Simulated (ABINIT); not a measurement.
# Beyond one shot: BaIBr (Pnma), part 2 of 2

How far does self-consistency move the gap of BaIBr (Pnma)?

ABINIT 10.8.3; PBEsol and many-body steps on it, plane waves. Known limits of the many-body steps: not at the basis limit; no spin-orbit coupling; coarse k mesh.

So far. Step 3 (Screening, 2×2×1 mesh, 297 bands, screening to 89.8 eV): Local fields lower ε∞ by 15 %. On a Γ-centred mesh this coarse the value itself is usually too large, while a short band sum pulls it down. Step 4 (G0W0): The gap on the mesh goes from 3.42 eV to 4.99 eV, a correction of +1.56 eV.

## Step 5: evGW0, cycle 1

This step: evGW0 on PBEsol, plane waves, norm-conserving pseudopotentials.

run.abi reads:

```
acell 3*1.0 Angstrom
rprim 
  8.814460390000 0.000000000000 0.000000000000
  0.000000000000 5.124291030000 0.000000000000
  0.000000000000 0.000000000000 10.191678390000
ntypat 3
znucl 56 53 35
natom 12
typat 1 1 1 1 2 2 2 2 3 3 3 3
xred 
  0.728824540000 0.250000000000 0.375137030000
  0.271175460000 0.750000000000 0.624862970000
  0.771175460000 0.750000000000 0.875137030000
  0.228824540000 0.250000000000 0.124862970000
  0.471610560000 0.250000000000 0.831776550000
  0.528389440000 0.750000000000 0.168223450000
  0.028389440000 0.750000000000 0.331776550000
  0.971610560000 0.250000000000 0.668223450000
  0.856471900000 0.250000000000 0.066685850000
  0.143528100000 0.750000000000 0.933314150000
  0.643528100000 0.750000000000 0.566685850000
  0.356471900000 0.250000000000 0.433314150000
pp_dirpath "pseudos"
pseudos "Ba.upf, I.upf, Br.upf"
ecut 31
ngkpt 2 2 1
nshiftk 1
shiftk 0 0 0
kptopt 1
chksymbreak 0
istwfk *1
occopt 1
irdwfk 1
optdriver 4
nband 297
gwcalctyp 10
ecutsigx 31
symsigma 1
nkptgw 4
kptgw 
  0.0000000000 0.0000000000 0.0000000000
  0.5000000000 0.0000000000 0.0000000000
  0.0000000000 0.5000000000 0.0000000000
  0.5000000000 0.5000000000 0.0000000000
bdgw 
  25 60
  25 60
  25 60
  25 60
ecuteps 3.3
irdscr 1
ppmodel 1
indata_prefix "in"
outdata_prefix "out"
tmpdata_prefix "tmp"
```

On the command line:

```sh
> OMP_NUM_THREADS=1 mpirun -n 8 abinit run.abi > log
```

Numbers of over 12 decimals in the logs are rounded to 6 here.

The program printed:

```text
.Version 10.8.3 of ABINIT. v10.8.2 released Aug 2026.

 Symmetries : space group Pn m a (# 62); Bravais oP (primitive ortho.)
[... echo of the input left out ...]
== DATASET  1 ==================================================================
-   mpi_nproc: 8, omp_nthreads: 1 (-1 if OMP is not activated)

--- !DatasetInfo
iteration_state: {dtset: 1, }
dimensions: {natom: 12, nkpt: 4, mband: 297, nsppol: 1, nspinor: 1, nspden: 1, mpw: 25646, }
cutoff_energies: {ecut:  31.0, pawecutdg:  -1.0, }
electrons: {nelect:   9.60000000E+01, charge:   0.00000000E+00, occopt:   1.00000000E+00, tsmear:   1.00000000E-02, }

 SIGMA: Calculation of the GW corrections

 Based on a program developped by R.W. Godby, V. Olevano, G. Onida, and L. Reining.
 Incorporated in ABINIT by V. Olevano, G.-M. Rignanese, and M. Torrent.
.Using double precision arithmetic ; gwpc =  8

[... cell and pseudopotentials left out ...]
--------------------------------------------------------------------------------

 ==== K-mesh for the wavefunctions ====
 Number of points in the irreducible wedge :     4
[... list of points left out ...]
 Together with  8 symmetry operations and time-reversal symmetry
 yields     4 points in the full Brillouin Zone.

 ==== Q-mesh for screening function ====
 Number of points in the irreducible wedge :     4
[... list of points left out ...]
 Together with  8 symmetry operations and time-reversal symmetry
 yields     4 points in the full Brillouin Zone.

 vcoul_init : cutoff-mode = AUXILIARY_FUNCTION
 q-points for optical limit:   1
     1)      0.000010    0.000020    0.000030
 setmesh: FFT mesh size selected  =    90x   50x  100
          total number of points  =       450000

 Number of electrons calculated from density =   96.0000; Expected =   96.0000
[...]
--- !SelfEnergy_ee
iteration_state: {dtset: 1, }
kpoint     : [   0.000,    0.500,    0.000, ]
spin       : 1
KS_gap     :    4.970
QP_gap     :    6.769
Delta_QP_KS:    1.799
data: !SigmaeeData |
     Band     E_DFT   <VxcDFT>   E(N-1)  <Hhartree>   SigX  SigC[E(N-1)]    Z     dSigC/dE  Sig[E(N)]  DeltaE  E(N)_pert E(N)_diago
[...]
--- !SelfEnergy_ee
iteration_state: {dtset: 1, }
kpoint     : [   0.500,    0.500,    0.000, ]
spin       : 1
KS_gap     :    5.209
QP_gap     :    7.033
Delta_QP_KS:    1.824
data: !SigmaeeData |
     Band     E_DFT   <VxcDFT>   E(N-1)  <Hhartree>   SigX  SigC[E(N-1)]    Z     dSigC/dE  Sig[E(N)]  DeltaE  E(N)_pert E(N)_diago
[...]
59     7.749    -9.686     7.749    17.435    -4.749    -3.357     0.815    -0.227    -8.399     1.287     9.037     9.329
       60     7.749    -9.686     7.749    17.435    -4.749    -3.357     0.815    -0.227    -8.399     1.287     9.037     9.329

 New Fermi energy :        1.547720E-01 Ha ,    4.211562E+00 eV

 === QP Band Gaps ===
  >>>> For spin  1
   Minimum direct gap =   5.3119 [eV], located at k-point      :   0.0000  0.0000  0.0000
   Fundamental gap    =   5.3119 [eV], Top of valence bands at :   0.0000  0.0000  0.0000
                                       Bottom of conduction at :   0.0000  0.0000  0.0000

 writing QP data on file : out_QPS

 Convergence of QP corrections
 >>>>> For spin  1 <<<<<
.  kptgw no:  1; Maximum DeltaE = (  -0.765  -0.000) for band index: 33
.  kptgw no:  2; Maximum DeltaE = (  -0.813  -0.001) for band index: 34
.  kptgw no:  3; Maximum DeltaE = (  -0.782  -0.000) for band index: 34
.  kptgw no:  4; Maximum DeltaE = (  -0.747  -0.000) for band index: 35

== END DATASET(S) ==============================================================
================================================================================

 -outvars: echo values of variables after computation  --------
           etotal      0.0000000000E+00
            nband         297
             nkpt           4
          spgroup          62
 [... the other variables as echoed above ...]

 Calculation completed.
```

Run time: 11 min. Hardware: 8 MPI ranks of Arm Neoverse V2, shared host; peak memory 14 GiB.

This step gave:

| Quantity | Value |
| --- | --- |
| quasiparticle gap on the mesh | 5.312 eV |
| gap of the density functional on the mesh | 3.423 eV |
| k of the valence top | 0, 0, 0 |
| k of the conduction bottom | 0, 0, 0 |
| Z at the valence top | 0.817 |
| Z at the conduction bottom | 0.835 |
| least direct quasiparticle gap on the computed points | 5.312 eV |

Against G0W0 in ABINIT (2×2×1 mesh, 297 bands, screening to 89.8 eV, Godby-Needs plasmon pole), the gap moves by +0.325 eV. This first cycle still uses the starting levels; it takes the full correction, at all points of the mesh, and its linearised value is 4.987 eV.

## Step 6: evGW0, cycle 2

The corrected levels of the last cycle go back in.

run.abi, as its differences from that of step 5:

```diff
@@ -52,2 +52,3 @@
 ppmodel 1
+irdqps 1
 indata_prefix "in"
```

The program printed:

```text
.Version 10.8.3 of ABINIT. v10.8.2 released Aug 2026.

 Symmetries : space group Pn m a (# 62); Bravais oP (primitive ortho.)
[... echo of the input left out ...]
== DATASET  1 ==================================================================
-   mpi_nproc: 8, omp_nthreads: 1 (-1 if OMP is not activated)

--- !DatasetInfo
iteration_state: {dtset: 1, }
dimensions: {natom: 12, nkpt: 4, mband: 297, nsppol: 1, nspinor: 1, nspden: 1, mpw: 25646, }
cutoff_energies: {ecut:  31.0, pawecutdg:  -1.0, }
[...]
.  kptgw no:  2; Maximum DeltaE = (  -0.106   0.000) for band index: 16
.  kptgw no:  3; Maximum DeltaE = (   0.051  -0.000) for band index: 33
.  kptgw no:  4; Maximum DeltaE = (   0.045  -0.000) for band index: 33

== END DATASET(S) ==============================================================
================================================================================

 -outvars: echo values of variables after computation  --------
           etotal      0.0000000000E+00
            nband         297
             nkpt           4
          spgroup          62
 [... the other variables as echoed above ...]

 Calculation completed.
```

The job ended after 11 min (8 MPI ranks; peak memory 14 GiB; 90 min of CPU time).

Numbers from this step:

* quasiparticle gap on the mesh: 5.17 eV
* gap of the density functional on the mesh: 3.423 eV
* k of the valence top: 0, 0, 0
* k of the conduction bottom: 0, 0, 0
* least direct quasiparticle gap on the computed points: 5.17 eV

Against the cycle before, the gap moves by −0.142 eV.

## Step 7: evGW0, cycle 3

run.abi is that of step 6.

The program printed:

```text
.Version 10.8.3 of ABINIT. v10.8.2 released Aug 2026.

 Symmetries : space group Pn m a (# 62); Bravais oP (primitive ortho.)
[... echo of the input left out ...]
== DATASET  1 ==================================================================
-   mpi_nproc: 8, omp_nthreads: 1 (-1 if OMP is not activated)

--- !DatasetInfo
iteration_state: {dtset: 1, }
dimensions: {natom: 12, nkpt: 4, mband: 297, nsppol: 1, nspinor: 1, nspden: 1, mpw: 25646, }
cutoff_energies: {ecut:  31.0, pawecutdg:  -1.0, }
[...]
.  kptgw no:  2; Maximum DeltaE = (   0.012   0.000) for band index: 18
.  kptgw no:  3; Maximum DeltaE = (   0.032   0.000) for band index:  3
.  kptgw no:  4; Maximum DeltaE = (  -0.002  -0.000) for band index: 33

== END DATASET(S) ==============================================================
================================================================================

 -outvars: echo values of variables after computation  --------
           etotal      0.0000000000E+00
            nband         297
             nkpt           4
          spgroup          62
 [... the other variables as echoed above ...]

 Calculation completed.
```

It took 11 min on 8 MPI ranks; peak memory 14 GiB; 90 min of CPU time.

Numbers from this step:

* quasiparticle gap on the mesh: 5.18 eV
* gap of the density functional on the mesh: 3.423 eV
* k of the valence top: 0, 0, 0
* k of the conduction bottom: 0, 0, 0
* least direct quasiparticle gap on the computed points: 5.18 eV

Against the cycle before, the gap moves by +0.010 eV.

## Step 8: Side by side

Times are wall times on 8 MPI ranks of Arm Neoverse V2, shared host, good to a factor of about two. A run's time includes the screening step that it read.

```csv
run,mesh,bands,screening cutoff (eV),DFT gap (eV),gap on the mesh (eV),direct (eV),ε∞ used,time
G0W0,2×2×1,297,89.8,3.423,4.987,4.987,4.10,6.1 min
"evGW0, cycle 1",2×2×1,297,89.8,3.423,5.312,5.312,4.10,17 min
"evGW0, cycle 2",2×2×1,297,89.8,3.423,5.170,5.170,4.10,17 min
"evGW0, cycle 3",2×2×1,297,89.8,3.423,5.180,5.180,4.10,17 min
```

## Step 9: Outcome

```yaml
g0w0: 4.987 eV
evgw0_cycle_1: 5.312 eV
evgw0_cycle_2: 5.170 eV
evgw0_cycle_3: 5.180 eV
known_limits: not at the basis limit; no spin-orbit coupling; coarse k mesh
```

Only the bands that the input lists are updated; the others, empty or deep, keep the functional's energies or take a rigid shift. evGW0 ends at 5.18 eV, +0.19 eV from G0W0, after 3 cycles that took 34 min beside the first screening; the last moved the gap by 0.010 eV. The first cycle of evGW0 takes the full correction, without the factor Z, so it overshoots the one-shot value. Bands and cutoff are finite, so the gap is not at the basis limit. The miss can reach some tenths of an eV and take either sign; the mesh is an error of its own. The 2×2×1 mesh is coarse for this cell, which bears on the long-range parts of exchange and screening. The many-body steps are scalar-relativistic: spin-orbit coupling is not in them.

[Paths, hosts, dates, memory and timing lines, banners, echoed tables and standing remarks are left out of the program output.]

[Logs are printed without paths, hosts, clocks, repeated set-up lines and the standing remarks that a program may print on its own settings, such as how far it seeks lower states.]

[Runs of the session that timed out or met a known fault of the program may be left out.]

[Hosts, paths, dates, database ids (printed as entryN), source tags and the programs' standing remarks are cut or masked in the printed files.]

[G0W0 gaps are taken among the corrected bands and points alone; a level outside them can change the order at an edge.]

[Where Ansatz stands beside ABINIT at settings called matched, ABINIT's density can come from a denser mesh and the files from another edition; pairs whose starting gaps differed by over 0.03 eV were left out, so agreement reads better than it is.]
